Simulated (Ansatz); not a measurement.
## Band gap of LiH (Fm-3m) from density functionals to GW

What gap does each level of theory give for LiH (Fm-3m), and in what time?

Method: density functionals, hybrids and G0W0, plane waves, PAW, in Ansatz 0.2.0.

Most raw output is cut from this account.

The database entry behind the starting cell differs from later determinations by our own check (the deuteride, about 0.2 % short), so it need not match the best structure at ambient conditions.

In doubt: masses and optical values from hybrid runs of this build are listed as unsure (steps 9, 10), which bears on the screening that GW takes from such a start.

### 1. The structure

It takes space group Fm-3m (No. 225, cubic). Conventional cell: a = 4.074 Å, b = 4.074 Å, c = 4.074 Å, α = 90.00°, β = 90.00°, γ = 90.00°. Nearest to Li lie 6 H at 2.04 Å. H has 6 Li at 2.04 Å nearest. Farther neighbours are not listed.

The cell and positions come from the Crystallography Open Database and are kept as given unless a step says otherwise. The default PAW set here is soft_2. Its files were made with PBE.

### 2. LDA on the 10×10×10 mesh

This step: DFT, LDA, plane waves, PAW.

File input.yaml:

```yaml
crystal:
  lattice:
    - [0.0, 2.03675, 2.03675]
    - [2.03675, 0.0, 2.03675]
    - [2.03675, 2.03675, 0.0]
  atoms:
    - { symbol: Li, position: [0.0, 0.0, 0.0] }
    - { symbol: H, position: [0.5, 0.5, 0.5] }
kpoints:
  mp_grid: { grid: [10, 10, 10] }
  band_path:
    path:
      - [0.0, 0.0, 0.0]
      - [0.5, 0.0, 0.5]
      - [0.625, 0.25, 0.625]
      - [0.375, 0.375, 0.75]
      - [0.5, 0.5, 0.5]
      - [0.5, 0.25, 0.75]
    npoints: 1
hamiltonian:
  xc: lda
scf:
  occupations: { method: fixed }
  n_extra_bands: 4
output:
  eigenvalues: true
  write_density: true
  write_potential: true
  elf: true
  volumetric_format: npy
```

Run with:

```
> ansatz run input.yaml --threads 3 --pin off --max-ram 92160MiB --backend cuda --events-out ev --progress --plain --runs-dir out --devices 1 --max-vram 13GiB  # rebuilt from the run's record
```

Elapsed: 4 s, on 1 × NVIDIA H100 80GB HBM3 (shared by 6 runs) with 3 threads of AMD EPYC 7R13 (Zen 3), shared host; peak memory 0.81 GiB.

Numbers from this step:

- gap: 2.656 eV
- valence top at: X
- conduction bottom at: X
- least direct gap: 2.656 eV

Over mesh and listed points the gap is 2.656 eV, direct, at k = (0.500, 0.000, 0.500).

### 3. PBE on the 10×10×10 mesh

Levels along a band path and on the mesh show where this functional puts the band edges.

This step: DFT, PBE, plane waves, PAW.

input.yaml, the sections that differ from step 2:

```yaml
kpoints:
  mp_grid: { grid: [10, 10, 10] }
  band_path:
    path:
      - [[0.0, 0.0, 0.0], [0.5, 0.0, 0.5], [0.625, 0.25, 0.625]]
      - [[0.375, 0.375, 0.75], [0.0, 0.0, 0.0], [0.5, 0.5, 0.5], [0.5, 0.25, 0.75], [0.5, 0.0, 0.5]]
    npoints: 10
hamiltonian:
  xc: pbe
scf:
  occupations: { method: fermi_dirac, width: 0.02 }
  n_extra_bands: 4
# crystal, output: as in step 2
```

Elapsed: 5.9 s, on 1 × NVIDIA H100 80GB HBM3 (shared by 6 runs) with 3 threads; peak memory 0.86 GiB.

This step gave:

* filled bands: 2
* gap: 3.020 eV
* valence top at: X
* conduction bottom at: X
* least direct gap: 3.020 eV

Over mesh and path the gap is 3.020 eV, direct, at k = (0.500, 0.000, 0.500). PBE against LDA: 3.020 − 2.656 = +0.364 eV, with the same mesh, files and cutoff, and both edges at the same k points.

### 4. r2SCAN on the 10×10×10 mesh

r2SCAN is a meta-GGA: it depends on the kinetic-energy density as well as on the density and its gradient.

This step: DFT, r2SCAN, plane waves, PAW.

File input.yaml:

```yaml
crystal:
  lattice:
    - [0.0, 2.03675, 2.03675]
    - [2.03675, 0.0, 2.03675]
    - [2.03675, 2.03675, 0.0]
  atoms:
    - { symbol: Li, position: [0.0, 0.0, 0.0] }
    - { symbol: H, position: [0.5, 0.5, 0.5] }
kpoints:
  mp_grid: { grid: [10, 10, 10] }
  band_path:
    path:
      - [0.0, 0.0, 0.0]
      - [0.5, 0.0, 0.5]
      - [0.625, 0.25, 0.625]
      - [0.375, 0.375, 0.75]
      - [0.5, 0.5, 0.5]
      - [0.5, 0.25, 0.75]
    npoints: 1
hamiltonian:
  xc: r2scan
scf:
  occupations: { method: fixed }
  n_extra_bands: 4
output:
  eigenvalues: true
```

Elapsed: 5 s, on 1 × NVIDIA H100 80GB HBM3 (shared by 6 runs) with 3 threads; peak memory 0.88 GiB.

Numbers from this step:

| Item | Value |
| --- | --- |
| gap | 3.659 eV |
| valence top at | X |
| conduction bottom at | X |
| least direct gap | 3.659 eV |

Over mesh and listed points the gap is 3.659 eV, direct, at k = (0.500, 0.000, 0.500). r2SCAN against PBE: 3.659 − 3.020 = +0.639 eV. The runs also differ in plane-wave cutoff (420 eV and 500 eV), so how much of this comes from the functional alone is not known.

### 5. HSE06 on the 6×6×6 mesh

HSE06 mixes in a quarter of exact exchange at short range.

This step: DFT, HSE06, plane waves, PAW.

Changes to input.yaml since step 4:

```diff
@@ -9,3 +9,3 @@
 kpoints:
-  mp_grid: { grid: [10, 10, 10] }
+  mp_grid: { grid: [6, 6, 6] }
   band_path:
@@ -20,3 +20,3 @@
 hamiltonian:
-  xc: r2scan
+  xc: hse06
 scf:
@@ -26 +26,5 @@
   eigenvalues: true
+  write_density: true
+  write_potential: true
+  elf: true
+  volumetric_format: npy
```

Wall time 14 s (1 × NVIDIA H100 80GB HBM3 (shared by 6 runs) with 3 threads); peak memory 1 GiB; 15 s of CPU time.

Numbers from this step:

```yaml
gap: 4.000 eV
valence_top_at: X
conduction_bottom_at: X
least_direct_gap: 4.000 eV
exact_exchange_fraction: 0.25
```

Over mesh and listed points the gap is 4.000 eV, direct, at k = (0.500, 0.000, 0.500). HSE06 against PBE: 4.000 − 3.020 = +0.980 eV. The runs also differ in mesh (10×10×10 and 6×6×6), so how much of this comes from the functional alone is not known.

### 6. PBE0 on the 6×6×6 mesh

PBE0 mixes in a quarter of exact exchange at all distances.

This step: DFT, PBE0, plane waves, PAW.

Changes to input.yaml since step 5:

```diff
@@ -20,3 +20,3 @@
 hamiltonian:
-  xc: hse06
+  xc: pbe0
 scf:
@@ -26,5 +26 @@
   eigenvalues: true
-  write_density: true
-  write_potential: true
-  elf: true
-  volumetric_format: npy
```

It took 7.7 s on 1 × NVIDIA H100 80GB HBM3 (shared by 6 runs) with 3 threads; peak memory 0.99 GiB.

Numbers from this step:

```yaml
gap: 4.697 eV
valence_top_at: X
conduction_bottom_at: X
least_direct_gap: 4.697 eV
exact_exchange_fraction: 0.25
```

Over mesh and listed points the gap is 4.697 eV, direct, at k = (0.500, 0.000, 0.500). PBE0 against HSE06: 4.697 − 4.000 = +0.697 eV, with the same mesh, files and cutoff, and both edges at the same k points.

### 7. DDH-PBE0 on the 6×6×6 mesh

The input asks for a share of exact exchange of one over the crystal's ε∞, which the program works out first.

This step: DFT, dielectric-dependent PBE0 (fraction 1/eps_inf of PBE), plane waves, PAW.

Changes to input.yaml since step 6:

```diff
@@ -8,2 +8,3 @@
     - { symbol: H, position: [0.5, 0.5, 0.5] }
+  host: atoms
 kpoints:
@@ -20,3 +21,6 @@
 hamiltonian:
-  xc: pbe0
+  xc:
+    exchange: pbe
+    correlation: pbe
+    exx: { coeff: inverse_dielectric }
 scf:
@@ -26 +30,5 @@
   eigenvalues: true
+  write_density: true
+  write_potential: true
+  elf: true
+  volumetric_format: npy
```

Wall time 13 s (1 × NVIDIA H100 80GB HBM3 (shared by 6 runs) with 3 threads); peak memory 1.1 GiB; 19 s of CPU time.

This step gave:

```
gap                     : 4.579 eV
valence top at          : X
conduction bottom at    : X
least direct gap        : 4.579 eV
exact-exchange fraction : 0.2329
```

Over mesh and listed points the gap is 4.579 eV, direct, at k = (0.500, 0.000, 0.500). DDH-PBE0 against PBE0: 4.579 − 4.697 = −0.118 eV, with the same mesh, files and cutoff, and both edges at the same k points.

### 8. G0W0@PBE, 6×6×6 mesh, 108 empty bands, screening to 200 eV

G0W0 replaces the xc potential by a self-energy built once from the orbitals of the start. Levels are corrected in the window of bands that the input names, at points of the mesh.

This step: G0W0 on PBE, plane waves, PAW.

File input.yaml:

```yaml
crystal:
  lattice:
    - [0.0, 2.03675, 2.03675]
    - [2.03675, 0.0, 2.03675]
    - [2.03675, 2.03675, 0.0]
  atoms:
    - { symbol: Li, position: [0.0, 0.0, 0.0] }
    - { symbol: H, position: [0.5, 0.5, 0.5] }
kpoints:
  mp_grid: { grid: [6, 6, 6] }
hamiltonian:
  xc: pbe
scf:
  occupations: { method: fixed }
gw:
  n_empty_bands: 108
  ecut_chi: 200.0
  qp_bands: [v2, c2]
  qp_kpoints: band_edges
  screening: { model: contour_deformation }
```

Wall time 15 s (1 × NVIDIA H100 80GB HBM3 (shared by 6 runs) with 3 threads); peak memory 1 GiB; 21 s of CPU time.

Numbers from this step:

* bands summed: 110
* RPA ε∞ on this mesh (eigenvalues): 4.185, 4.185, 4.185
* plane waves in the screening matrix: 113
* G0W0 gap over the corrected points: 4.885 eV
* k of the valence top: 0, -0.5, -0.5
* k of the conduction bottom: 0, -0.5, -0.5
* starting gap on the mesh: 3.018 eV
* Z at the valence top: 0.7564
* Z at the conduction bottom: 0.7985
* least direct G0W0 gap over the corrected points: 4.885 eV

Over 4 of 16 irreducible mesh points the G0W0 gap is 4.885 eV, direct, at k = (0.000, -0.500, -0.500). The PBE gap of this run on the mesh is 3.018 eV. The two states that bound the G0W0 gap lie that far apart at the start, so the correction of the gap is 4.885 − 3.018 = +1.867 eV. The program marks 4 of the 16 corrected levels as in doubt (energies apart, Σc rises), neither edge state among them.

### 9. G0W0@HSE06, 6×6×6 mesh, 50 empty bands, screening to 120 eV

This step: G0W0 on HSE06, plane waves, PAW.

Changes to input.yaml since step 8:

```diff
@@ -11,3 +11,3 @@
 hamiltonian:
-  xc: pbe
+  xc: hse06
 scf:
@@ -15,4 +15,4 @@
 gw:
-  n_empty_bands: 108
-  ecut_chi: 200.0
+  n_empty_bands: 50
+  ecut_chi: 120
   qp_bands: [v2, c2]
```

Run time: 18 s. Hardware: 1 × NVIDIA H100 80GB HBM3 (shared by 6 runs) with 3 threads; peak memory 1.1 GiB.

Numbers from this step:

| Property | Result |
| --- | --- |
| bands summed | 52 |
| RPA ε∞ on this mesh (eigenvalues) | 3.394, 3.394, 3.394 |
| plane waves in the screening matrix | 59 |
| G0W0 gap over the corrected points | 5.419 eV |
| k of the valence top | 0, -0.5, -0.5 |
| k of the conduction bottom | 0, -0.5, -0.5 |
| starting gap on the mesh | 4.000 eV |
| Z at the valence top | 0.7910 |
| Z at the conduction bottom | 0.8260 |
| least direct G0W0 gap over the corrected points | 5.419 eV |

Over 4 of 16 irreducible mesh points the G0W0 gap is 5.419 eV, direct, at k = (0.000, -0.500, -0.500). The HSE06 gap of this run on the mesh is 4.000 eV. The two states that bound the G0W0 gap lie that far apart at the start, so the correction of the gap is 5.419 − 4.000 = +1.419 eV. G0W0@HSE06 against G0W0@PBE with 52 bands (a further run, in the table below): 5.419 − 4.801 = +0.618 eV, with the same mesh, files and cutoffs, and both edges at the same k points. The program marks 4 of the 16 corrected levels as in doubt (energies apart), neither edge state among them.

### 10. G0W0@PBE0, 6×6×6 mesh, 50 empty bands, screening to 120 eV

This step: G0W0 on PBE0, plane waves, PAW.

Changes to input.yaml since step 9:

```diff
@@ -11,3 +11,3 @@
 hamiltonian:
-  xc: hse06
+  xc: pbe0
 scf:
```

Run time: 18 s. Hardware: 1 × NVIDIA H100 80GB HBM3 (shared by 6 runs) with 3 threads; peak memory 1.1 GiB.

Numbers from this step:

| Property | Result |
| --- | --- |
| bands summed | 52 |
| RPA ε∞ on this mesh (eigenvalues) | 3.148, 3.148, 3.148 |
| plane waves in the screening matrix | 59 |
| G0W0 gap over the corrected points | 5.671 eV |
| k of the valence top | 0, -0.5, -0.5 |
| k of the conduction bottom | 0, -0.5, -0.5 |
| starting gap on the mesh | 4.697 eV |
| Z at the valence top | 0.8059 |
| Z at the conduction bottom | 0.8386 |
| least direct G0W0 gap over the corrected points | 5.671 eV |

Over 3 of 16 irreducible mesh points the G0W0 gap is 5.671 eV, direct, at k = (0.000, -0.500, -0.500). The PBE0 gap of this run on the mesh is 4.697 eV. The two states that bound the G0W0 gap lie that far apart at the start, so the correction of the gap is 5.671 − 4.697 = +0.974 eV. G0W0@PBE0 against G0W0@HSE06 with 52 bands: 5.671 − 5.419 = +0.252 eV, with the same mesh, files and cutoffs, and both edges at the same k points. The program marks 3 of the 12 corrected levels as in doubt (energies apart), neither edge state among them.

### 11. All levels together

Each gap is the least one over the points named; times are wall times on shared hosts, not benchmarks. A G0W0 time includes the run's own self-consistent start. Runs with listed points see these and the mesh alone, so an edge that moves elsewhere is missed. Rows marked * are further runs, not shown as steps, whose inputs differ from the G0W0 step on the same start in the columns given; solver thresholds can differ too. Symmetry makes (0.500, 0.000, 0.500) and (0.000, -0.500, -0.500) one point.

```tsv
level	mesh	files, cutoff	bands summed, screening	points	gap (eV)	valence top	conduction bottom	least direct gap (eV)	time
LDA	10×10×10	soft_2 PAW, 420 eV	-	mesh and listed points	2.656	(0.500, 0.000, 0.500)	(0.500, 0.000, 0.500)	2.656	4 s
PBE	10×10×10	soft_2 PAW, 420 eV	-	mesh and path	3.020	(0.500, 0.000, 0.500)	(0.500, 0.000, 0.500)	3.020	5.9 s
r2SCAN	10×10×10	soft_2 PAW, 500 eV	-	mesh and listed points	3.659	(0.500, 0.000, 0.500)	(0.500, 0.000, 0.500)	3.659	5 s
HSE06	6×6×6	soft_2 PAW, 420 eV	-	mesh and listed points	4.000	(0.500, 0.000, 0.500)	(0.500, 0.000, 0.500)	4.000	14 s
PBE0	6×6×6	soft_2 PAW, 420 eV	-	mesh and listed points	4.697	(0.500, 0.000, 0.500)	(0.500, 0.000, 0.500)	4.697	7.7 s
DDH-PBE0	6×6×6	soft_2 PAW, 420 eV	-	mesh and listed points	4.579	(0.500, 0.000, 0.500)	(0.500, 0.000, 0.500)	4.579	13 s
G0W0@PBE*	6×6×6	soft_2 PAW, 420 eV	19, 60 eV	4 of 16 irreducible mesh points	4.624	(0.000, -0.500, -0.500)	(0.000, -0.500, -0.500)	4.624	7.8 s
G0W0@PBE*	6×6×6	soft_2 PAW, 420 eV	52, 120 eV	4 of 16 irreducible mesh points	4.801	(0.000, -0.500, -0.500)	(0.000, -0.500, -0.500)	4.801	9.1 s
G0W0@PBE	6×6×6	soft_2 PAW, 420 eV	110, 200 eV	4 of 16 irreducible mesh points	4.885	(0.000, -0.500, -0.500)	(0.000, -0.500, -0.500)	4.885	15 s
G0W0@PBE*	4×4×4	soft_2 PAW, 420 eV	52, 120 eV	4 of 8 irreducible mesh points	4.645	(0.000, -0.500, -0.500)	(0.000, -0.500, -0.500)	4.645	5.4 s
G0W0@HSE06	6×6×6	soft_2 PAW, 420 eV	52, 120 eV	4 of 16 irreducible mesh points	5.419	(0.000, -0.500, -0.500)	(0.000, -0.500, -0.500)	5.419	18 s
G0W0@PBE0	6×6×6	soft_2 PAW, 420 eV	52, 120 eV	3 of 16 irreducible mesh points	5.671	(0.000, -0.500, -0.500)	(0.000, -0.500, -0.500)	5.671	18 s
```

### 12. Summary of results

```
LDA, over mesh and listed points                                  : 2.656 eV
PBE, over mesh and path                                           : 3.020 eV
r2SCAN, over mesh and listed points                               : 3.659 eV
HSE06, over mesh and listed points                                : 4.000 eV
PBE0, over mesh and listed points                                 : 4.697 eV
DDH-PBE0, over mesh and listed points                             : 4.579 eV
G0W0@PBE (110 bands, 6×6×6), over 4 of 16 irreducible mesh points : 4.885 eV
G0W0@HSE06, over 4 of 16 irreducible mesh points                  : 5.419 eV
G0W0@PBE0, over 3 of 16 irreducible mesh points                   : 5.671 eV
known limits                                                      : finite bands, screening cutoff and k mesh; no spin-orbit coupling in G0W0
```

The rows run from 2.656 eV (LDA) to 5.671 eV (G0W0@PBE0). They differ in mesh, plane-wave cutoff, bands and screening cutoff of G0W0 and the points over which the gap was sought as well as in level, so only pairs that share these are like for like. PBE against LDA: 3.020 − 2.656 = +0.364 eV, with the same mesh, files and cutoff, and both edges at the same k points. PBE0 against HSE06: 4.697 − 4.000 = +0.697 eV, with the same mesh, files and cutoff, and both edges at the same k points. DDH-PBE0 against PBE0: 4.579 − 4.697 = −0.118 eV, with the same mesh, files and cutoff, and both edges at the same k points. G0W0@HSE06 against G0W0@PBE with 52 bands: 5.419 − 4.801 = +0.618 eV, with the same mesh, files and cutoffs, and both edges at the same k points. G0W0@PBE0 against G0W0@HSE06 with 52 bands: 5.671 − 5.419 = +0.252 eV, with the same mesh, files and cutoffs, and both edges at the same k points. The dielectric-dependent hybrid took 0.233 of exact exchange, against 0.25 in PBE0. G0W0@PBE (110 bands, 6×6×6) moves the gap of its own start on the mesh by 4.885 − 3.018 = +1.867 eV, between the same two levels. Both edges that PBE shows over mesh and path lie at k points where levels were corrected. Levels at other points were not corrected, so a lower G0W0 gap elsewhere in the zone is not ruled out. G0W0@HSE06 moves the gap of its own start on the mesh by 5.419 − 4.000 = +1.419 eV, between the same two levels. Both edges that HSE06 shows over mesh and listed points lie at k points where levels were corrected. Levels at other points were not corrected, so a lower G0W0 gap elsewhere in the zone is not ruled out. G0W0@PBE0 moves the gap of its own start on the mesh by 5.671 − 4.697 = +0.974 eV, between the same two levels. Both edges that PBE0 shows over mesh and listed points lie at k points where levels were corrected. Levels at other points were not corrected, so a lower G0W0 gap elsewhere in the zone is not ruled out. For G0W0@PBE: from 19 bands and 60 eV to 110 bands and 200 eV the gap moves by 4.885 − 4.624 = +0.261 eV (rung by rung 4.624, 4.801, 4.885 eV); bands and screening cutoff rise together, so their parts are not told apart. A line in one over the bands through the two highest rungs gives 4.885 + (4.885 − 4.801) × 52 / (110 − 52) = 4.960 eV, and through the pair below 4.801 + (4.801 − 4.624) × 19 / (52 − 19) = 4.903 eV. The two differ by 0.057 eV, not under the 0.030 eV asked, so the law does not hold well over these rungs and the limit is not known. The other G0W0 rows are shown at one basis each (52 bands), so their distance from the limit is not known here. With the 4×4×4 mesh in place of the 6×6×6 mesh and all else as in the G0W0@PBE row with 52 bands, the gap differs by 4.645 − 4.801 = −0.156 eV, and that of the start by 3.009 − 3.018 = −0.009 eV. For G0W0@PBE (110 bands, 6×6×6): the program marks 4 of the 16 corrected levels as in doubt (energies apart, Σc rises), neither edge state among them. For G0W0@HSE06: the program marks 4 of the 16 corrected levels as in doubt (energies apart), neither edge state among them. For G0W0@PBE0: the program marks 3 of the 12 corrected levels as in doubt (energies apart), neither edge state among them. The G0W0 runs are scalar-relativistic. G0W0@PBE runs of this series with other atomic data on the same mesh, not shown as steps, give 4.796 eV (hard PAW, 800 eV, 52 bands, screening to 120 eV; the table's row with the same empty bands and screening cutoff has 4.801 eV); where bands and cutoffs differ too, the part of the files is not isolated.

[Paths, hosts, dates, memory and timing lines, banners, echoed tables and standing remarks are left out of the program output.]

[Logs are printed without paths, hosts, clocks, repeated set-up lines and the standing remarks that a program may print on its own settings, such as how far it seeks lower states.]

[Runs of the session that timed out or met a known fault of the program may be left out.]

[Cells called generated may have been cut or substituted from an entry of the Crystallography Open Database or the Materials Project.]

[Hosts, paths, dates, database ids (printed as entryN), source tags and the programs' standing remarks are cut or masked in the printed files.]

[Where an RPA ε∞ is given, it is that of the G0W0 mesh and is not shown converged in it. Names of k-points follow the symmetry that the program found, which can be lower than the space group named. Band edges on a path are those of the sampled points; other points can move an edge, and change direct to indirect where valleys lie close.]

[Hybrid gaps are those of their k-mesh and are not shown converged in it.]
